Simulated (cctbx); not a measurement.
# What resolution and counting buy: Cd4FeCu2BiS10

Space group I4/mmm (no. 139), a = 5.9490 Å, b = 5.9490 Å, c = 20.5590 Å, α = 90.00°, β = 90.00°, γ = 90.00°.

```
atom  mult.    x    y       z  Ueq (Å²)
 Bi1      2    0    0       0    0.0038
 Cd1      8    0  1/2  0.1470    0.0046
 Cu1      4    0    0  0.2513    0.0055
 Fe1      2  1/2  1/2       0    0.0046
  S1      4    0  1/2       0    0.0068
  S2      4    0    0  0.1204    0.0050
  S3      4  1/2  1/2  0.1150    0.0053
  S4      8  3/4  1/4     1/4    0.0066
```

This is a model crystal, built by substitution and not relaxed, with assumed displacement parameters.

Five simulated data sets (cctbx; Mo Kα, λ = 0.71073 Å; 4 % proportional error) differ in resolution or exposure (noise floor 8 counts in the first three, 8 in the last two). Each is refined with the right model, isotropic at 1.1 Å and anisotropic otherwise. How do the figures of merit and the uncertainties move?

| d min (Å) | top counts | ⟨I/σ⟩ (unmerged, absences included) | unique | param. (scale apart) | Rint | R1 | GooF | largest s.u. xyz (fractional) | s.u. U of S1 (Å²) | largest error (Å) |
| --- | --- | --- | --- | --- | --- | --- | --- | --- | --- | --- |
| 1.1 | 20000 | 7.5 | 114 | 12 | 0.032 | 0.0117 | 0.94 | 0.00014 | 0.0009 | 0.0056 |
| 0.84 | 20000 | 6.4 | 225 | 24 | 0.039 | 0.0123 | 0.96 | 0.00009 | 0.0009 | 0.0021 |
| 0.6 | 20000 | 5.4 | 563 | 24 | 0.040 | 0.0142 | 0.93 | 0.00005 | 0.0004 | 0.0004 |
| 0.75 | 300 | 0.5 | 308 | 24 | 0.446 | 0.0851 | 0.97 | 0.00208 | 0.0206 | 0.0384 |
| 0.75 | 3000 | 2.6 | 308 | 24 | 0.088 | 0.0312 | 0.97 | 0.00023 | 0.0022 | 0.0045 |

The number of reflections grows roughly as 1/d³: 114, 225 and 563 here. R1 follows the noise rather than the truth: at 300 counts it is 0.0851, at 3000 counts 0.0312, while GooF is 0.97 and 0.97: the weights 1/σ² carry the noise. The s.u. of U (U11 where anisotropic) for S1 goes 0.0009, 0.0009, 0.0004 Å² with resolution and 0.0206, 0.0022 Å² with exposure.

Hardware for the 0.6 Å refinement: 0.44 s on 1 thread of Arm Neoverse V2, with other jobs on the host, peak memory 0.09 GiB.

[Logs are printed without paths, hosts, clocks, repeated set-up lines and the standing remarks that a program may print on its own settings, such as how far it seeks lower states.]
